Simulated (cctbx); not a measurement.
**What is wrong with this refinement?**

Cell a = 11.9660 Å, b = 11.9660 Å, c = 11.9660 Å, α = 90.00°, β = 90.00°, γ = 90.00°; space group Fm-3m (no. 225).

Simulated single-crystal data (cctbx): Cu Kα, λ = 1.54184 Å, to d = 0.8 Å, 80 % of the full sphere, strongest reflection 70000 counts, noise from counting, a 1.5 % proportional error and a noise floor of 4 counts (s.d.); no absorption.

An anisotropic refinement with weights 1/σ² prints:

```text
Rint 0.018, 121 unique reflections to 0.81 A
cycle     R1     wR2    GooF  max shift (A)
   1  0.0101  0.0269   4.167   0.00007
   2  0.0037  0.0089   1.383   0.00000
final R1 0.0037 wR2 0.0089 GooF 1.383  parameters 13  data/parameter 9.3
atom        x        y        z      Ueq    occ   su(xyz)  su(Uiso or U11)
Cd1    0.00000  0.00000  0.79791   0.0051  1.000  0.00001  0.0001
As1    0.25000  0.25000  0.00000   0.0038  1.000  0.00000  0.0001
Ge1    0.50000  0.00000  0.00000   0.0067  1.000  0.00000  0.0001
Ni1    0.88381  0.88381  0.61619   0.0067  1.000  0.00002  0.0001
Ni2    0.16387  0.16387  0.83613   0.0117  1.000  0.00002  0.0001
difference map: max 0.60 min -0.13 rms 0.05
Q1    0.0000  0.0000  0.5000    4    0.60  0.00 A from Ge1
Q2    0.2101  0.2101  0.2101   32    0.16  0.96 A from Ni2
Q3    0.0856  0.0856  0.0856   32    0.13  1.62 A from Ni2
Q4    0.0720  0.0720  0.4280   32    0.11  0.92 A from Ni1
Q5    0.0000  0.1298  0.3702   48    0.10  1.41 A from Ni1
Q6    0.0378  0.0378  0.0378   32    0.09  2.07 A from Cd1
```

Q: Accept it or mend it, and why?

Mend it. The fault: wrong element: Ge1 is As. Against the right model at the same level, R1 goes from 0.0028 to 0.0037 and GooF from 0.95 to 1.38, U of Ge1 shrinks from 0.0096 to 0.0067 Å² and the top difference peak, 0.6 e/Å³, lies on Ge1. Ge1 has 1 electron too few and its U shrinks to make up, as expected (near an absorption edge f′ can widen the mismatch well beyond the difference in Z). The signs are weak, and the output alone doesn't single this fault out.

The compound is Cd6Ni16As7. The right model at the same level gives:

```text
Rint 0.018, 121 unique reflections to 0.81 A
cycle     R1     wR2    GooF  max shift (A)
   1  0.0062  0.0161   2.490   0.00009
   2  0.0028  0.0061   0.947   0.00000
final R1 0.0028 wR2 0.0061 GooF 0.947  parameters 13  data/parameter 9.3
atom        x        y        z      Ueq    occ   su(xyz)  su(Uiso or U11)
Cd1    0.00000  0.00000  0.79791   0.0051  1.000  0.00001  0.0000
As1    0.25000  0.25000  0.00000   0.0038  1.000  0.00000  0.0001
As2    0.50000  0.00000  0.00000   0.0096  1.000  0.00000  0.0001
Ni1    0.88381  0.88381  0.61619   0.0067  1.000  0.00001  0.0001
Ni2    0.16387  0.16387  0.83613   0.0116  1.000  0.00001  0.0001
difference map: max 0.14 min -0.13 rms 0.03
Q1    0.2095  0.2095  0.2095   32    0.15  0.95 A from Ni2
Q2    0.0858  0.0858  0.0858   32    0.12  1.62 A from Ni2
Q3    0.0000  0.1250  0.3750   48    0.11  1.40 A from Ni1
Q4    0.0000  0.0000  0.4634   24    0.09  0.44 A from As2
Q5    0.0000  0.0574  0.0574   48    0.08  1.86 A from Cd1
Q6    0.0000  0.0760  0.2990   96    0.08  1.47 A from Cd1
```

Isotropic U is held between 0.0001 and 1 Å² by the program, and listed peak heights are interpolated, so they can pass the grid's maximum.

The model was made for the exercise: a known structure type with other elements put in, its volume estimated, not relaxed; displacement parameters are assumed.

[Middle refinement cycles are left out of these outputs.]

[Logs are printed without paths, hosts, clocks, repeated set-up lines and the standing remarks that a program may print on its own settings, such as how far it seeks lower states.]
